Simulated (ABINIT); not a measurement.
# Calculated records

**Beyond one shot: BN (P6_3/mmc)**

The structure is hexagonal, space group P6_3/mmc (No. 194). Conventional cell: a = 2.498 Å, b = 2.498 Å, c = 6.636 Å, α = 90.00°, β = 90.00°, γ = 120.00°. Nearest to B lie 3 N at 1.44 Å. Nearest to N lie 3 B at 1.44 Å. Farther neighbours, and contacts between anions beyond the nearest, are not listed.

```
method        : RPA screening on PBE from quasiparticle energies and orbitals, plane waves, norm-conserving pseudopotentials (and 4 further levels or steps)
program       : ABINIT 10.8.3
settings      : cutoff 36 Ha, PseudoDojo scalar-relativistic 0.4.1 standard, norm-conserving, ngkpt (3, 3, 2), nband 22, ecuteps 3.2 Ha, gwcalctyp 28, inclvkb 2, shiftk (0, 0, 0), symchi 1, awtr 1, frequency ppm, cycle 5, q points all but q = 0, 3×3×2 k-mesh
cost          : 16 runs, 66 s in all on 4 MPI ranks of Arm Neoverse V1, shared host
notes         : The database entry behind the starting cell differs from other determinations of this structure. The program’s warnings: nkpt*nsppol () is not a multiple of nproc spkpt (). The cell and positions come from the Crystallography Open Database and are kept as given unless a step says otherwise. The 3×3×2 mesh is coarse for this cell, which bears on the long-range parts of exchange and screening.
G0W0          : 6.024 eV
QSGW, cycle 1 : 6.117 eV
QSGW, cycle 2 : 6.626 eV
QSGW, cycle 3 : 6.583 eV
QSGW, cycle 4 : 6.619 eV
QSGW, cycle 5 : 6.609 eV
known limits  : short of the basis limit; coarse k mesh
```

Only the bands that the input lists are updated; the higher empty ones keep the functional's energies. QSGW ends at 6.61 eV, +0.58 eV from G0W0, after 5 cycles that took 57 s beside the first screening; the last moved the gap by 0.010 eV.

[Long decimals in the printed logs are rounded to 6 places.]

[Logs are printed without paths, hosts, clocks, repeated set-up lines and the standing remarks that a program may print on its own settings, such as how far it seeks lower states.]

[Paths, hosts, dates, memory and timing lines, banners, echoed tables and standing remarks are left out of the program output; an Ansatz launch command may be rebuilt from the run's recorded settings. Measured values are a selection of at most five: reports struck by readers or far from the other reports are left out. None is set beside runs whose start may be inverted or whose files or cutoffs have a known fault.]

[Runs of the session that timed out or met a known fault of the program may be left out.]

[Hosts, paths, dates, database ids (printed as entryN), source tags and the programs' standing remarks are cut or masked in the printed files.]

[G0W0 gaps are taken among the corrected bands and points alone; a level outside them can change the order at an edge.]

[Where Ansatz stands beside ABINIT at settings called matched, ABINIT's density can come from a denser mesh and the files from another edition; pairs whose starting gaps differed by over 0.03 eV were left out, so agreement reads better than it is.]
